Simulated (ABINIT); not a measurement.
# Quasiparticle gap of SrTiO3 (Tausonite) in ABINIT

Wanted: ground state, empty states, screening and self-energy for SrTiO3 (Tausonite).

Program: ABINIT 10.8.3. Level of theory: PBE and many-body steps on it, plane waves. Results are calculated unless marked as measured.

**The experiments to reproduce.**

- Gap 3.77 eV: direct gap (M0 critical point); spectroscopic ellipsometry, second-derivative fit; 300 K; bulk crystal (commercial single crystal) (“Optical probe of ferroelectric order in bulk and thin film perovskite titanates”, 2013, arxiv:1309.1245).

This is a report of a sequence of runs, with most program output left out.

**1. The starting structure**

The structure is cubic, space group Pm-3m (No. 221). The conventional cell has a = 3.905 Å, b = 3.905 Å, c = 3.905 Å, α = 90.00°, β = 90.00°, γ = 90.00°. Nearest to Sr lie 12 O at 2.76 Å. Nearest to Ti lie 6 O at 1.95 Å. Nearest to O lie 2 Ti at 1.95 Å and 4 Sr at 2.76 Å. Farther neighbours and most contacts between anions are not listed.

As a file:

```cif
data_structure
_symmetry_space_group_name_H-M 'Pm-3m'
_symmetry_Int_Tables_number 221
_cell_length_a 3.9053
_cell_length_b 3.9053
_cell_length_c 3.9053
_cell_angle_alpha 90.000
_cell_angle_beta 90.000
_cell_angle_gamma 90.000
_cell_volume 59.56
loop_
_atom_site_label
_atom_site_type_symbol
_atom_site_symmetry_multiplicity
_atom_site_Wyckoff_symbol
_atom_site_fract_x
_atom_site_fract_y
_atom_site_fract_z
_atom_site_occupancy
Sr1 Sr 1 b 0.50000 0.50000 0.50000 1
Ti1 Ti 1 a 0.00000 0.00000 0.00000 1
O1 O 3 d 0.50000 0.00000 0.00000 1
```

The cell and positions come from the Crystallography Open Database and are kept as given unless a step says otherwise.

**2. Ground state**

This step: ABINIT 10.8.3; DFT, PBE, plane waves, norm-conserving pseudopotentials.

The ground-state density comes first.

File run.abi:

```
acell 3*1.0 Angstrom
rprim 
  3.905280000000 0.000000000000 0.000000000000
  0.000000000000 3.905280000000 0.000000000000
  0.000000000000 0.000000000000 3.905280000000
ntypat 3
znucl 38 22 8
natom 5
typat 1 2 3 3 3
xred 
  0.500000000000 0.500000000000 0.500000000000
  0.000000000000 0.000000000000 0.000000000000
  0.500000000000 0.000000000000 0.000000000000
  0.000000000000 0.500000000000 0.000000000000
  0.000000000000 0.000000000000 0.500000000000
pp_dirpath "pseudos"
pseudos "Sr.upf, Ti.upf, O.upf"
ecut 38
ngkpt 6 6 6
nshiftk 1
shiftk 0 0 0
kptopt 1
chksymbreak 0
nband 26
occopt 1
tolvrs 1e-10
nstep 60
prtwf 0
indata_prefix "in"
outdata_prefix "out"
tmpdata_prefix "tmp"
```

On the command line:

```
$ OMP_NUM_THREADS=1 mpirun -n 4 abinit run.abi > log
```

It took 41 s on 4 MPI ranks of Arm Neoverse V1, shared host; peak memory 0.34 GiB; 2.7 min of CPU time.

This step gave:

- total energy: -3905.9454 eV
- gap: 1.908 eV
- k of the valence top: 0.5, 0.5, 0.5
- k of the conduction bottom: 0, 0, 0
- least direct gap: 2.263 eV
- pressure: 3.441 GPa

The gap is indirect, with the least direct gap 0.36 eV higher.

The cutoff was set for levels, not for stress, so the pressure can be off by some GPa.

**3. Empty states on the mesh, 4×4×4 mesh, 124 bands**

The sums over transitions need many empty states on a uniform mesh; this step solves for them.

Changes to run.abi since step 2:

```diff
@@ -18,3 +18,3 @@
 ecut 38
-ngkpt 6 6 6
+ngkpt 4 4 4
 nshiftk 1
@@ -23,7 +23,10 @@
 chksymbreak 0
-nband 26
+irdden 1
+istwfk *1
+nband 124
+prtvol 0
+optdriver 6
+gwr_task "HDIAGO"
+paral_kgb 0
 occopt 1
-tolvrs 1e-10
-nstep 60
-prtwf 0
 indata_prefix "in"
```

Wall time 3.5 min (4 MPI ranks); peak memory 4.6 GiB; 14 min of CPU time.

This step gave:

* gap: 1.908 eV
* k of the valence top: 0.5, 0.5, 0.5
* k of the conduction bottom: 0, 0, 0
* least direct gap: 2.263 eV
* k points computed: 10
* lowest point of the top converged band, above the valence top: 67.7974 eV

On this mesh the gap is 1.908 eV.

**4. Screening, 4×4×4 mesh, 116 bands, screening to 136.1 eV**

The RPA dielectric matrix is built and inverted for each q.

This step: RPA screening on PBE, plane waves, norm-conserving pseudopotentials.

Changes to run.abi since step 3:

```diff
@@ -23,10 +23,11 @@
 chksymbreak 0
-irdden 1
 istwfk *1
-nband 124
-prtvol 0
-optdriver 6
-gwr_task "HDIAGO"
-paral_kgb 0
 occopt 1
+irdwfk 1
+optdriver 3
+nband 116
+ecuteps 5
+inclvkb 2
+awtr 1
+symchi 1
 indata_prefix "in"
```

Run time: 68 s. Hardware: 4 MPI ranks; peak memory 1.1 GiB.

Numbers from this step:

| Item | Value |
| --- | --- |
| ε∞ with local fields, on this mesh, along the program's q direction | 6.409 |
| the same without local fields | 6.768 |
| plasma frequency | 30.43 eV |
| plane waves in the screening matrix | 203 |

Local fields lower ε∞ by 5 %. On a Γ-centred mesh this coarse the value itself is usually too large, while a short band sum pulls it down.

**5. Self-energy, 4×4×4 mesh, 116 bands, screening to 136.1 eV**

The self-energy is evaluated for the states that the input lists, and the levels follow from it, in one-shot runs by the linearised quasiparticle equation.

This step: G0W0 on PBE, plane waves, norm-conserving pseudopotentials.

Changes to run.abi since step 4:

```diff
@@ -26,8 +26,17 @@
 irdwfk 1
-optdriver 3
+optdriver 4
 nband 116
+gwcalctyp 0
+ecutsigx 38
+symsigma 1
+nkptgw 2
+kptgw 
+  0.5000000000 0.5000000000 0.5000000000
+  0.0000000000 0.0000000000 0.0000000000
+bdgw 
+  18 23
+  18 23
 ecuteps 5
-inclvkb 2
-awtr 1
-symchi 1
+irdscr 1
+ppmodel 1
 indata_prefix "in"
```

Run time: 12 s. Hardware: 4 MPI ranks; peak memory 0.92 GiB.

This step gave:

- G0W0 gap on the points computed: 3.495 eV
- starting gap on the mesh: 1.908 eV
- k of the valence top: 0.5, 0.5, 0.5
- k of the conduction bottom: 0, 0, 0
- Z at the valence top: 0.769
- Z at the conduction bottom: 0.783
- least direct G0W0 gap on the computed points: 3.861 eV

The gap on the mesh goes from 1.91 eV to 3.50 eV, a correction of +1.59 eV.

Limits: finite bands, cutoff and mesh; no spin-orbit coupling; coarse k mesh. v1 is the top filled band, c1 the lowest empty one. Levels before and after the correction, in eV, zero at the valence-band top of each column:

```csv
,conduction bottom,valence top
Kohn-Sham,1.91,0.00
G0W0,3.50,0.00
```

|  | level | energy (eV) |
| --- | --- | --- |
| Kohn-Sham | (0.5 0.5 0.5) v3-v1 | 0.000 |
| Kohn-Sham | (0.5 0.5 0.5) c1-c3 | 4.517 |
| Kohn-Sham | Γ v3-v1 | -0.355 |
| Kohn-Sham | Γ c1-c3 | 1.908 |
| G0W0 | (0.5 0.5 0.5) v3-v1 | 0.000 |
| G0W0 | (0.5 0.5 0.5) c1-c3 | 6.459 |
| G0W0 | Γ v3-v1 | -0.366 |
| G0W0 | Γ c1-c3 | 3.495 |

**6. Where the time went**

Times are wall times on 4 MPI ranks of Arm Neoverse V1, shared host, good to a factor of about two.

| step | time | share | memory (GiB) |
| --- | --- | --- | --- |
| ground state | 41 s | 12 % | 0.34 |
| empty states on the mesh | 3.5 min | 63 % | 4.6 |
| screening | 68 s | 21 % | 1.1 |
| self-energy | 12 s | 4 % | 0.92 |

**7. What came out**

```json
{"PBE gap": "1.91 eV, indirect", "G0W0 gap on the mesh": "3.50 eV", "GW settings": "4×4×4 mesh, 116 bands, screening to 136.1 eV, Godby-Needs plasmon pole", "known limits": "not at the basis limit; no spin-orbit coupling; coarse k mesh"}
```

G0W0 moves the gap on the mesh from 1.91 eV to 3.50 eV (+1.59 eV), with Z of 0.77 and 0.78 at the edges. Local fields lower the RPA ε∞ on this mesh from 6.77 to 6.41; a Γ-centred mesh this coarse tends to raise both, most where the direct gap is narrow, while a short band sum lowers them. Only 2 of the mesh's irreducible points were corrected, so a valley elsewhere could overtake. The dearest step here is «empty states on the mesh». Against experiment, by G0W0@PBE: the direct gap of 3.86 eV lies +0.09 eV from the measured 3.77 eV (direct, 300 K, 2013). An exciton line or allowed optical edge lies below the quasiparticle gap by the binding energy; a forbidden edge can push the onset above it. The calculation has static nuclei and no excitons; a measured gap holds zero-point and thermal motion, which mostly lowers it. Bands and cutoff are finite, so the gap is not at the basis limit. The miss can reach some tenths of an eV and take either sign; the mesh is an error of its own. In the G0W0 run levels were corrected at 2 k points alone, so a gap called «on the mesh» is the least over those, and an edge elsewhere would be missed. The 4×4×4 mesh is coarse for this cell, which bears on the long-range parts of exchange and screening. This is the ideal cubic cell; many perovskites, halides above all, are cubic only on average, and local tilts or off-centring can widen the gap. The many-body steps are scalar-relativistic: spin-orbit coupling is not in them.

[Paths, hosts, dates, memory and timing lines, banners, echoed tables and standing remarks are left out of the program output.]

[Logs are printed without paths, hosts, clocks, repeated set-up lines and the standing remarks that a program may print on its own settings, such as how far it seeks lower states.]

[Runs of the session that timed out or met a known fault of the program may be left out.]

[Hosts, paths, dates, database ids (printed as entryN), source tags and the programs' standing remarks are cut or masked in the printed files.]

[G0W0 gaps are taken among the corrected bands and points alone; a level outside them can change the order at an edge.]

[Where Ansatz stands beside ABINIT at settings called matched, ABINIT's density can come from a denser mesh and the files from another edition; pairs whose starting gaps differed by over 0.03 eV were left out, so agreement reads better than it is.]
